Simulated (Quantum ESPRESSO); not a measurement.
# Collinear magnetic orders of Fe with Quantum ESPRESSO

Does Fe prefer parallel or opposed moments, or none?

Calculated with Quantum ESPRESSO 7.5; PBE; plane waves with GBRV 1.5 PBE potentials, no spin-orbit coupling.

Most raw output is cut from this account.

The database entry behind the starting cell differs from later determinations by our own check (an axis about 0.7 % long against later determinations), so it need not match the best structure at ambient conditions.

### Step 1. Set-up

Symmetry: Im-3m, No. 229, cubic system. Conventional cell: a = 2.886 Å, b = 2.886 Å, c = 2.886 Å, α = 90.00°, β = 90.00°, γ = 90.00°. Nearest to Fe lie 8 Fe at 2.50 Å.

The cell comes from the Crystallography Open Database.

### Step 2. Run 1, typed as ferro +

The signs are those of the starting moments on the seeded atoms, the atoms that are given a moment.

pw.in

```
&CONTROL
  calculation = 'scf'
  prefix = 'pwscf'
  outdir = './tmp'
  pseudo_dir = './pseudo'
  disk_io = 'nowf'
  tprnfor = .true.
  tstress = .true.
/
&SYSTEM
  ibrav = 0
  celldm(1) = 8
  nat = 1
  ntyp = 1
  ecutwfc = 40
  ecutrho = 280
  nbnd = 15
  occupations = 'smearing'
  smearing = 'fd'
  degauss = 0.0110248
  nspin = 2
  starting_magnetization(1) = 0.175
/
&ELECTRONS
  conv_thr = 2d-09
  electron_maxstep = 150
  mixing_beta = 0.3
/
ATOMIC_SPECIES
Fe     55.8450 fe_pbe_v1.5.uspp.F.UPF
CELL_PARAMETERS alat
  -0.3408593497294    0.3408593497294    0.3408593497294
   0.3408593497294   -0.3408593497294    0.3408593497294
   0.3408593497294    0.3408593497294   -0.3408593497294
ATOMIC_POSITIONS crystal
Fe      0.0000000000    0.0000000000    0.0000000000
K_POINTS automatic
22 22 22 0 0 0
```

On the command line:

```bash
OMP_NUM_THREADS=1 mpirun -n 2 pw.x -nk 2 -in pw.in > pw.out
```

Elapsed: 22 s, on 2 MPI ranks of Arm Neoverse V1, shared host; peak memory 0.17 GiB.

Spin moment in the atom's sphere by atom:

```
atom  spin moment in the atom's sphere (μB)
 Fe1                                   2.42
```

Read from the output:

| Quantity | Value |
| --- | --- |
| smearing term TS | 0.07554 eV |
| pressure | -7.205 GPa |
| magnetization | 2.36 μB |
| absolute magnetization | 2.498 μB |
| final state | ferromagnetic |

### Step 3. Start 2: antiferro q=(1/2,1/2,1/2) +−

This order needs a doubled cell of 2 atoms. The wavevector q is in fractions of the reciprocal vectors of the crystal's primitive cell, as the cells of these inputs are built from it; moments change sign between cells as cos(2π q·R).

pw.in

```
&CONTROL
  calculation = 'scf'
  prefix = 'pwscf'
  outdir = './tmp'
  pseudo_dir = './pseudo'
  disk_io = 'nowf'
  tprnfor = .true.
  tstress = .true.
/
&SYSTEM
  ibrav = 0
  celldm(1) = 8
  nat = 2
  ntyp = 2
  ecutwfc = 40
  ecutrho = 280
  nbnd = 23
  occupations = 'smearing'
  smearing = 'fd'
  degauss = 0.0110248
  nspin = 2
  starting_magnetization(1) = 0.175
  starting_magnetization(2) = -0.175
/
&ELECTRONS
  conv_thr = 4d-09
  electron_maxstep = 150
  mixing_beta = 0.3
/
ATOMIC_SPECIES
Fe1    55.8450 fe_pbe_v1.5.uspp.F.UPF
Fe2    55.8450 fe_pbe_v1.5.uspp.F.UPF
CELL_PARAMETERS alat
  -0.6817186994587    0.6817186994587    0.6817186994587
   0.0000000000000    0.0000000000000    0.6817186994587
   0.0000000000000    0.6817186994587    0.0000000000000
ATOMIC_POSITIONS crystal
Fe1     0.0000000000    0.0000000000    0.0000000000
Fe2     0.5000000000    0.0000000000    0.0000000000
K_POINTS automatic
11 22 22 0 0 0
```

It took 99 s on 2 MPI ranks; peak memory 0.24 GiB; 3.3 min of CPU time.

Spin moment in the atom's sphere by atom:

```
atom  spin moment in the atom's sphere (μB)
 Fe1                                   1.95
 Fe2                                  -1.94
```

Numbers from this step:

```
smearing term TS       : 0.3868 eV
pressure               : -8.582 GPa
magnetization          : 0 μB
absolute magnetization : 4.033 μB
final state            : antiferromagnetic
```

### Step 4. Run 3, typed as antiferro q=(0,0,1/2) +−

The cell is doubled to 2 atoms to hold this order.

pw.in: that of step 3 with these lines changed.

```diff
@@ -33,9 +33,9 @@
 CELL_PARAMETERS alat
-  -0.6817186994587    0.6817186994587    0.6817186994587
-   0.0000000000000    0.0000000000000    0.6817186994587
-   0.0000000000000    0.6817186994587    0.0000000000000
+  -0.3408593497294    0.3408593497294    0.3408593497294
+   0.3408593497294   -0.3408593497294    0.3408593497294
+   0.6817186994587    0.6817186994587   -0.6817186994587
 ATOMIC_POSITIONS crystal
 Fe1     0.0000000000    0.0000000000    0.0000000000
-Fe2     0.5000000000    0.0000000000    0.0000000000
+Fe2     0.0000000000    0.0000000000    0.5000000000
 K_POINTS automatic
-11 22 22 0 0 0
+22 22 11 0 0 0
```

Wall time 3.4 min (2 MPI ranks); peak memory 0.55 GiB.

Spin moment in the atom's sphere by atom:

```
atom  spin moment in the atom's sphere (μB)
 Fe1                                   2.19
 Fe2                                  -2.19
```

Read from the output:

```yaml
smearing_term_ts: 0.2276 eV
pressure: -8.621 GPa
magnetization: 0 μB
absolute_magnetization: 4.519 μB
final_state: antiferromagnetic
```

### Step 5. Start 4: no spin polarisation

pw.in

```
&CONTROL
  calculation = 'scf'
  prefix = 'pwscf'
  outdir = './tmp'
  pseudo_dir = './pseudo'
  disk_io = 'nowf'
  tprnfor = .true.
  tstress = .true.
/
&SYSTEM
  ibrav = 0
  celldm(1) = 8
  nat = 1
  ntyp = 1
  ecutwfc = 40
  ecutrho = 280
  nbnd = 14
  occupations = 'smearing'
  smearing = 'fd'
  degauss = 0.0110248
/
&ELECTRONS
  conv_thr = 2d-09
  electron_maxstep = 150
  mixing_beta = 0.3
/
ATOMIC_SPECIES
Fe     55.8450 fe_pbe_v1.5.uspp.F.UPF
CELL_PARAMETERS alat
  -0.3408593497294    0.3408593497294    0.3408593497294
   0.3408593497294   -0.3408593497294    0.3408593497294
   0.3408593497294    0.3408593497294   -0.3408593497294
ATOMIC_POSITIONS crystal
Fe      0.0000000000    0.0000000000    0.0000000000
K_POINTS automatic
22 22 22 0 0 0
```

Elapsed: 9.2 s, on 2 MPI ranks; peak memory 0.13 GiB; 18 s of CPU time.

This step gave:

```yaml
smearing_term_ts: 0.2544 eV
pressure: -24.70 GPa
final_state: non-magnetic (no spin polarisation)
```

### Step 6. What a mistake does

One input was spoiled on purpose, to see how the program answers.

pw.in

```
&CONTROL
  calculation = 'scf'
  prefix = 'pwscf'
  outdir = './tmp'
  pseudo_dir = './pseudo'
  disk_io = 'nowf'
  tprnfor = .true.
  tstress = .true.
/
&SYSTEM
  ibrav = 0
  nat = 1
  ntyp = 1
  ecutwfc = 40
  ecutrho = 280
  nbnd = 15
  occupations = 'smearing'
  smearing = 'fd'
  degauss = 0.07349864
  nspin = 2
  starting_magnetization(1) = 0.175
/
&ELECTRONS
  conv_thr = 2d-09
  electron_maxstep = 100
  mixing_beta = 0.3
/
ATOMIC_SPECIES
Fe     55.8450 fe_pbe_v1.5.uspp.F.UPF
CELL_PARAMETERS angstrom
  -1.4430000000    1.4430000000    1.4430000000
   1.4430000000   -1.4430000000    1.4430000000
   1.4430000000    1.4430000000   -1.4430000000
ATOMIC_POSITIONS crystal
Fe      0.0000000000    0.0000000000    0.0000000000
K_POINTS automatic
22 22 22 0 0 0
```

Wall time 24 s (2 MPI ranks); peak memory 0.17 GiB; 48 s of CPU time.

The run converged, but its input is faulty, so its numbers are not to be trusted.

The fault in the input: a smearing of electronvolts.

The two runs compared:

```
                   quantity  this run  same start on sound input  difference
        largest moment (μB)  5.048e-4                     2.4197       -2.42
         magnetization (μB)         0                       2.36       -2.36
absolute magnetization (μB)         0                      2.498       -2.50
```

One result that differs is the largest moment, 5.0e-4 μB against 2.42 μB.

### Step 7. The states side by side

An order is kept where moments of 0.15 μB or more survive with the typed signs; meshes match where a doubled cell samples the same k points as the first cell.

Orders:

```
                       start        final state  typed order kept  energy over the lowest (meV a seeded atom)  largest site moment (μB)  net moment (μB a cell of the first run)  mesh matched  CPU time (s)
                     ferro +      ferromagnetic               yes                                           0                      2.42                                     2.36           yes         43.19
antiferro q=(1/2,1/2,1/2) +-  antiferromagnetic               yes                                         422                     1.945                                 0.001114           yes         198.5
    antiferro q=(0,0,1/2) +-  antiferromagnetic               yes                                       212.5                     2.189                                        0           yes         413.1
        no spin polarisation       non-magnetic                 -                                       533.7                         0                                        0           yes         18.21
```

### Step 8. Couplings from the energies

E = −Σ J e·e over ordered pairs of unit vectors, so each pair counts twice. As many shells are taken as there are differences of energy, so the couplings are solved for and no residual tests the model; further shells are folded in, and shells whose pairs keep their relative signs in all orders cancel and are not probed. Couplings from the energies:

```
 pair  distance (Å)  neighbours an atom  J (meV)
Fe-Fe         2.499                   8    26.37
Fe-Fe         2.886                   6   0.1888
```

### Step 9. The lowest state again, with its states saved

pw.in

```
&CONTROL
  calculation = 'scf'
  prefix = 'pwscf'
  outdir = './tmp'
  pseudo_dir = './pseudo'
  disk_io = 'low'
  tprnfor = .true.
  tstress = .true.
/
&SYSTEM
  ibrav = 0
  celldm(1) = 8
  nat = 1
  ntyp = 1
  ecutwfc = 40
  ecutrho = 280
  nbnd = 19
  occupations = 'smearing'
  smearing = 'fd'
  degauss = 0.0110248
  nspin = 2
  starting_magnetization(1) = 0.175
/
&ELECTRONS
  conv_thr = 2d-09
  electron_maxstep = 150
  mixing_beta = 0.3
/
ATOMIC_SPECIES
Fe     55.8450 fe_pbe_v1.5.uspp.F.UPF
CELL_PARAMETERS alat
  -0.3408593497294    0.3408593497294    0.3408593497294
   0.3408593497294   -0.3408593497294    0.3408593497294
   0.3408593497294    0.3408593497294   -0.3408593497294
ATOMIC_POSITIONS crystal
Fe      0.0000000000    0.0000000000    0.0000000000
K_POINTS automatic
22 22 22 0 0 0
```

Run time: 25 s. Hardware: 2 MPI ranks; peak memory 0.18 GiB.

Numbers from this step:

```yaml
smearing_term_ts: 0.07554 eV
pressure: -7.170 GPa
magnetization: 2.36 μB
absolute_magnetization: 2.498 μB
final_state: ferromagnetic
largest_moment: 2.420 μB
```

### Step 10. Projections on atomic orbitals

projwfc.x projects the saved states on orthogonalised atomic orbitals of the pseudopotential files.

Run time: 2.1 s. Hardware: 2 MPI ranks; peak memory 0.12 GiB; 5.1 s of CPU time.

```
atom  moment in the sphere (μB)  Löwdin moment (μB)  Löwdin charge (e)
 Fe1                      2.420               2.373             15.935
```

### Step 11. Results

```yaml
lowest_state_found: ferromagnetic (from ferro +)
largest_site_moment: 2.42 μB
next_state_with_moments: antiferromagnetic, 213 meV a seeded atom higher
state_without_moments: 534 meV a seeded atom higher
j_of_the_weightiest_shell: 26.4 meV
```

The smearing terms TS of the orders run from 76 to 193 meV a seeded atom, so the differences would change at a smaller width: an order with a larger TS is lowered more by the smearing. The largest moment changes by 20 % between the kept orders, so a model of rigid spins is rough here. The largest moment reads 2.42 μB in the sphere and 2.37 μB by Löwdin projection; a site moment hangs on how space is shared out. This is the lowest of 4 collinear or spinless starts, no proof of the ground state. Energies are free energies at an electronic temperature of 1740 K, which lowers moments and differences where the moments are itinerant.

[Logs and program files are shortened in this print: banners, set-up blocks, solver, clock and traceback lines can be left out without a mark of their own.]

[Logs are printed without paths, hosts, clocks, repeated set-up lines and the standing remarks that a program may print on its own settings, such as how far it seeks lower states.]

[Hosts, paths, dates, database ids (printed as entryN), source tags and the programs' standing remarks are cut or masked in the printed files.]

[Where a cell is said to come from a database of computed structures, the database is the Materials Project.]
